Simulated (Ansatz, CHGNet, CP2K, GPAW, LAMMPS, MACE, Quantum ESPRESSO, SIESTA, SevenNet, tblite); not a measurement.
**Running glassy 74TiO2-26ZrO2 (mol %) (105 atoms) with tblite**

How near does tblite come to plane waves for glassy 74TiO2-26ZrO2 (mol %) (105 atoms)?

Main program and level: tblite 0.8.0; the method is named at each step.

## 1. The structure

The cell holds 105 atoms: 26 Ti, 9 Zr and 70 O. Cell: a = 11.023 Å, b = 11.023 Å, c = 11.023 Å, α = 90.0°, β = 90.0°, γ = 90.0°. 105 atoms (26 Ti, 9 Zr, 70 O) placed at random at 3.98 g/cm³, melted at 4000 K for 10 ps at fixed volume with the Morse and Coulomb pair potential with partial charges (Pedone, Malavasi, Menziani, Cormack and Segre, J. Phys. Chem. B 110, 11780 (2006)). Quenched from 4000 K to 300 K at 50 K/ps and fixed volume, held 10 ps at zero pressure, then minimised at fixed cell.

The yardstick, on the same geometry:

- method: Kohn-Sham DFT, PBE, SSSP efficiency 1.3.0 pseudopotentials, plane waves (Quantum ESPRESSO 7.5); sssp-pbe-1.3.0-efficiency, cutoffs 60/480 Ry, Γ point
- r.m.s. force component: 0.597 eV/Å
- longest force: 2.513 eV/Å
- pressure: 0.62 GPa
- gap (highest filled to lowest empty level): 2.446 eV
- time: 21 min on 2 MPI ranks of Arm Neoverse V1, shared host
- CPU time: 42 min

## 2. GFN1-xTB

Method: GFN1-xTB tight binding, diagonalisation.

Input file run.py:

```python
import numpy as np
from ase.io import read
from tblite.ase import TBLite

atoms = read("structure.xyz")
atoms.calc = TBLite(method="GFN1-xTB", electronic_temperature=580, accuracy=1.0, max_iterations=250, mixer_damping=0.4, verbosity=1)
energy = atoms.get_potential_energy()
forces = atoms.get_forces()
print(f"energy {energy:.6f} eV")
print("forces (eV/A)")
for i, (a, f) in enumerate(zip(atoms, forces)):
    print(f"{i:4d} {a.symbol:2s} {f[0]:10.5f} {f[1]:10.5f} {f[2]:10.5f}")
stress = -atoms.get_stress(voigt=False) * 160.21766
print("stress (GPa, compression positive)")
for row in stress:
    print(" ".join(f"{x:10.4f}" for x in row))
print("charges (e)")
print(np.array2string(atoms.get_charges(), precision=4, suppress_small=True, max_line_width=110, threshold=100000))
```

Input file structure.xyz:

```xyz
105
Lattice="11.02260 0.00000 0.00000 0.00000 11.02260 0.00000 0.00000 0.00000 11.02260" Properties=species:S:1:pos:R:3 pbc="T T T"
Ti 6.11346 7.98213 3.61365
Ti 3.83090 11.00518 0.94034
Ti 2.65457 2.68962 0.78018
Ti 10.88372 8.10326 4.37917
Ti 2.85673 8.70664 9.59506
Ti 7.44863 4.20347 9.13597
Ti 3.78141 0.54408 7.58190
Ti 9.22371 6.37580 10.25741
Ti 6.64872 2.29987 1.37099
Ti 2.86257 3.84171 8.30773
Ti 6.80436 0.63567 9.20211
Ti 10.17981 0.95952 7.94994
Ti 6.24926 7.74415 8.82822
Ti 0.62410 7.36828 1.08385
Ti 8.06050 9.86710 6.52637
Ti 1.73507 1.45862 5.55087
Ti 10.99780 3.73258 9.84417
Ti 4.49447 3.71043 3.64451
Ti 9.85476 9.93731 10.44557
Ti 3.45327 6.90367 1.64380
Ti 8.83803 2.97632 5.31499
Ti 0.91157 9.68038 7.52237
Ti 6.85870 9.23143 0.59412
Ti 5.96301 3.08269 6.86895
Ti 6.44227 5.66870 1.01419
Ti 10.07355 2.67309 2.07280
Zr 0.88258 10.64232 2.36776
Zr 7.98554 6.32918 6.29699
Zr 8.98121 5.84032 3.06627
Zr 0.88798 6.34990 7.13658
Zr 4.42646 6.07147 5.96598
Zr 3.31461 9.38718 4.32152
Zr 5.98825 0.73047 4.68835
Zr 1.50293 4.79384 3.67901
Zr 8.58209 10.71595 2.85992
O 0.76662 0.49822 6.85198
O 5.35599 9.74607 4.47253
O 0.25870 9.23815 0.88302
O 6.20727 6.95735 5.09200
O 3.55181 5.26814 4.11694
O 10.47863 7.19908 2.53343
O 9.43612 8.17271 10.14443
O 0.47772 8.51099 6.17817
O 1.82435 1.12232 1.12486
O 0.16358 10.11709 9.15240
O 8.93723 0.31205 9.38563
O 2.69029 3.59127 2.34848
O 7.37588 4.52720 7.27866
O 9.64191 10.36356 7.04895
O 8.54351 5.90216 0.94001
O 8.36560 2.99638 1.55364
O 7.03815 2.46509 8.53634
O 9.25976 4.42800 9.64676
O 2.78982 5.35809 7.07419
O 1.61823 3.21254 5.06268
O 5.22868 4.14218 5.46578
[... 45 atom lines left out ...]
O 9.46621 2.19184 3.86717
O 6.90588 6.26932 2.77560
O 2.46620 7.66159 0.28262
O 5.36294 10.08116 1.00791
```

Run with:

```sh
> OMP_NUM_THREADS=1 python run.py > output.txt
```

The program printed:

```text
------------------------------------------------------------
  cycle        total energy    energy error   density error
------------------------------------------------------------
      1     -304.3268510489  -3.0454672E+02   1.3680106E+00
      2     -337.2947096872  -3.2967859E+01   2.9843684E+00
      3     -119.1643012184   2.1813041E+02   1.5824778E+00
      4     -308.6058883494  -1.8944159E+02   1.1249422E+00
      5     -354.4025347938  -4.5796646E+01   8.3469514E-01
      6     -350.4577770659   3.9447577E+00   7.2869174E-01
      7     -368.9034609984  -1.8445684E+01   5.9490390E-01
      8     -370.2579012155  -1.3544402E+00   5.2020782E-01
      9     -371.6661381883  -1.4082370E+00   4.4593602E-01
     10     -375.1905737670  -3.5244356E+00   3.1783985E-01
     11     -377.7665448078  -2.5759710E+00   2.3197003E-01
     12     -378.6619031706  -8.9535836E-01   1.5675638E-01
     13     -379.0957040938  -4.3380092E-01   1.1696775E-01
     14     -379.4445590907  -3.4885500E-01   6.0834621E-02
     15     -379.6106389858  -1.6607990E-01   3.4002694E-02
     16     -379.6062352668   4.4037190E-03   2.8979501E-02
     17     -379.6270390401  -2.0803773E-02   2.2769319E-02
     18     -379.6411304176  -1.4091378E-02   1.7117730E-02
     19     -379.6480796939  -6.9492762E-03   1.3914771E-02
     20     -379.6496754173  -1.5957235E-03   1.2317818E-02
     21     -379.6522413026  -2.5658853E-03   1.0877857E-02
     22     -379.6564576510  -4.2163483E-03   8.0146042E-03
     23     -379.6575348817  -1.0772307E-03   7.2151590E-03
     24     -379.6591742269  -1.6393452E-03   5.8638339E-03
[...]
29     -379.6622545308  -1.7864806E-04   9.0791795E-04
     30     -379.6623040951  -4.9564299E-05   4.0010889E-04
     31     -379.6623154491  -1.1353967E-05   1.4954845E-04
     32     -379.6623157766  -3.2752450E-07   1.2345786E-04
     33     -379.6623165664  -7.8986341E-07   6.5456728E-05
     34     -379.6623167479  -1.8148341E-07   3.8703377E-05
     35     -379.6623168362  -8.8320974E-08   2.6710368E-05
     36     -379.6623168629  -2.6666555E-08   1.9034951E-05
------------------------------------------------------------
 total:                                   9.641 sec
energy -10331.137863 eV
forces (eV/A)
   0 Ti   -0.08415   -0.31787    0.20217
   1 Ti   -0.72427   -0.41156    0.95172
   2 Ti   -0.91468   -1.38308    1.23766
   3 Ti   -0.07443    0.62661   -0.40281
   4 Ti    0.34334   -0.20226   -0.17208
   5 Ti    0.39807    0.58104   -0.54941
   6 Ti    0.18529    0.92474   -0.59736
   7 Ti   -0.42091    0.22234    0.34730
   8 Ti    1.12186   -0.40531    0.79018
   9 Ti    0.45956   -0.05948   -0.60775
  10 Ti   -0.34846   -0.22181   -0.12412
  11 Ti    0.12665    0.56247   -0.46276
  12 Ti    0.00432   -1.57614   -0.80957
  13 Ti   -0.67094   -0.03396    1.06229
  14 Ti   -0.48653    0.80108   -0.09646
  15 Ti   -0.25356   -0.20986   -1.90230
  16 Ti    0.49108    0.02274   -0.34206
  17 Ti   -0.00089   -0.79782    0.34695
  18 Ti   -0.17904   -0.87429    0.12405
  19 Ti   -0.49441   -0.16348    0.86999
  20 Ti   -0.69708    0.12575   -0.60179
  21 Ti   -0.09070   -0.34286    0.01567
  22 Ti   -0.41700   -0.32027   -0.07075
  23 Ti   -0.55855    0.39690   -0.43992
[...]
97 O     0.28649    0.02059    0.65966
  98 O    -0.18636    0.34544    0.17625
  99 O     0.74377    0.48192   -1.07439
 100 O    -0.64039   -0.19667    0.13024
 101 O    -0.26689    0.60714    0.93294
 102 O    -0.34886   -0.34557   -0.87823
 103 O     0.59387    0.02660   -0.28657
 104 O     0.29668    0.16771   -0.44156
stress (GPa, compression positive)
   -9.2193     0.1118    -0.9616
    0.1118   -13.0252    -0.1617
   -0.9616    -0.1617   -12.2998
charges (e)
[ 0.8729  0.8635  0.8569  0.8957  0.906   0.9126  0.9055  0.8952  0.9178  0.9164  0.9546  0.9224  0.9225
  0.8801  0.8173  0.8672  0.8974  0.8685  0.9424  0.8667  0.8449  0.9104  0.8765  0.8967  0.9225  0.8999
  1.1014  1.1019  1.1127  1.0881  1.083   1.0667  1.0972  1.093   1.1198 -0.4502 -0.5181 -0.4849 -0.4875
 -0.5164 -0.4822 -0.446  -0.4564 -0.4811 -0.4524 -0.4627 -0.4742 -0.4839 -0.4582 -0.4812 -0.4525 -0.4463
 -0.441  -0.4954 -0.501  -0.4771 -0.4898 -0.4606 -0.4592 -0.485  -0.4616 -0.4928 -0.4448 -0.4562 -0.5116
 -0.4976 -0.4988 -0.4793 -0.4683 -0.4328 -0.445  -0.4957 -0.5239 -0.4574 -0.4663 -0.4535 -0.4329 -0.4407
 -0.4987 -0.4586 -0.4803 -0.4377 -0.4814 -0.4489 -0.4555 -0.4401 -0.4596 -0.4745 -0.4831 -0.4755 -0.5457
 -0.4465 -0.5182 -0.5199 -0.4327 -0.5359 -0.4748 -0.4452 -0.4631 -0.487  -0.4943 -0.4643 -0.4866 -0.447
 -0.4386]
```

The job ended after 11 s (1 thread of Arm Neoverse V1, shared host; peak memory 0.14 GiB).

Banners, paths, timers and routine set-up lines are dropped from the logs unmarked, and long logs keep their key lines alone; longer cuts are marked.

Against the reference:

| Item | Value |
| --- | --- |
| r.m.s. force component | 0.5139 eV/Å |
| r.m.s. difference of force components | 729.2 meV/Å |
| longest difference of force vectors | 2999 meV/Å |
| force difference over r.m.s. force | 122.1 % |
| slope of forces against the reference's | 0.1246 |
| correlation of force components | 0.1447 |
| pressure | -11.51 GPa |
| pressure difference | -12.13 GPa |

Length of the force difference by element (eV/Å):

| element | atoms | mean | most |
| --- | --- | --- | --- |
| O | 70 | 1.3 | 3.0 |
| Ti | 26 | 0.91 | 1.9 |
| Zr | 9 | 0.50 | 0.64 |

A closer look about Zr27, which has 7 bonded neighbours where the commonest count for Zr is 6: 9 atoms, nearest first, numbered in the order of the input, with positions taken from that point.

| atom | x | y | z | distance (Å) | bonds | Mulliken charge (e) | Fx | Fy | Fz (eV/Å) |
| --- | --- | --- | --- | --- | --- | --- | --- | --- | --- |
| Zr27 | 0.00 | 0.00 | 0.00 | 0.00 | 7 | 1.10 | 0.41 | 0.52 | 0.09 |
| O88 | 0.26 | 1.16 | 1.66 | 2.04 | 2 | -0.47 | 0.15 | 0.23 | 0.78 |
| O38 | -0.62 | -1.40 | -1.48 | 2.14 | 3 | -0.48 | -0.04 | -0.57 | -0.37 |
| O62 | -1.74 | 1.17 | -0.50 | 2.16 | 3 | -0.49 | 0.08 | 0.67 | -0.12 |
| O44 | 0.94 | 1.50 | -1.24 | 2.17 | 3 | -0.48 | 0.23 | 1.06 | -0.37 |
| O100 | 2.20 | -0.26 | 0.13 | 2.22 | 3 | -0.49 | 0.74 | 0.48 | -1.07 |
| O101 | -1.70 | -0.93 | 1.25 | 2.31 | 3 | -0.49 | -0.64 | -0.20 | 0.13 |
| O93 | 0.59 | -1.88 | 1.22 | 2.32 | 3 | -0.52 | -0.23 | -0.44 | 0.23 |
| Ti2 | 2.95 | 0.36 | -1.43 | 3.30 | 5 | 0.86 | -0.72 | -0.41 | 0.95 |

Atoms are counted from 1 here, from 0 in the log.

Forces lie 122 % from the reference's, at 0.0043 times its CPU time (on 1 against 2 cores).

## 3. What came out

```yaml
force_difference_from_the_reference: tblite GFN1-xTB, 122 %
its_cpu_time: 11 s
```

Tight binding differs by 122 % (tblite GFN1-xTB); it is another model, with fitted parameters of its own, and the xTB methods hold dispersion. One electronic-structure run takes under half the reference's CPU time: tblite GFN1-xTB, at 122 % in 11 s against 42 min, too far off to be of use; its pressure misses by -12.1 GPa. Periodic xTB results under one method name differ between programs and library versions. The reference's pressure holds the uncorrected Pulay stress of its 60 Ry basis, so small pressure differences, and their order, may be the reference's own error. The quench rate of 50 K/ps is many orders above laboratory rates, so the cell is likely richer in defects and strain than a real sample. The network of bonds at the start is that of the classical potential that made the cell, and needn't be the one that DFT or experiment would give. The electronic-structure runs sample only Γ, in a cell whose shortest periodic width is 11 Å.

[Also dropped from logs without a mark: logging warnings of Python, and SIESTA's first energy breakdown and zero terms.]

[Logs are printed without paths, hosts, clocks, repeated set-up lines and the standing remarks that a program may print on its own settings, such as how far it seeks lower states.]

[Hosts, paths, dates, database ids (printed as entryN), source tags and the programs' standing remarks are cut or masked in the printed files.]
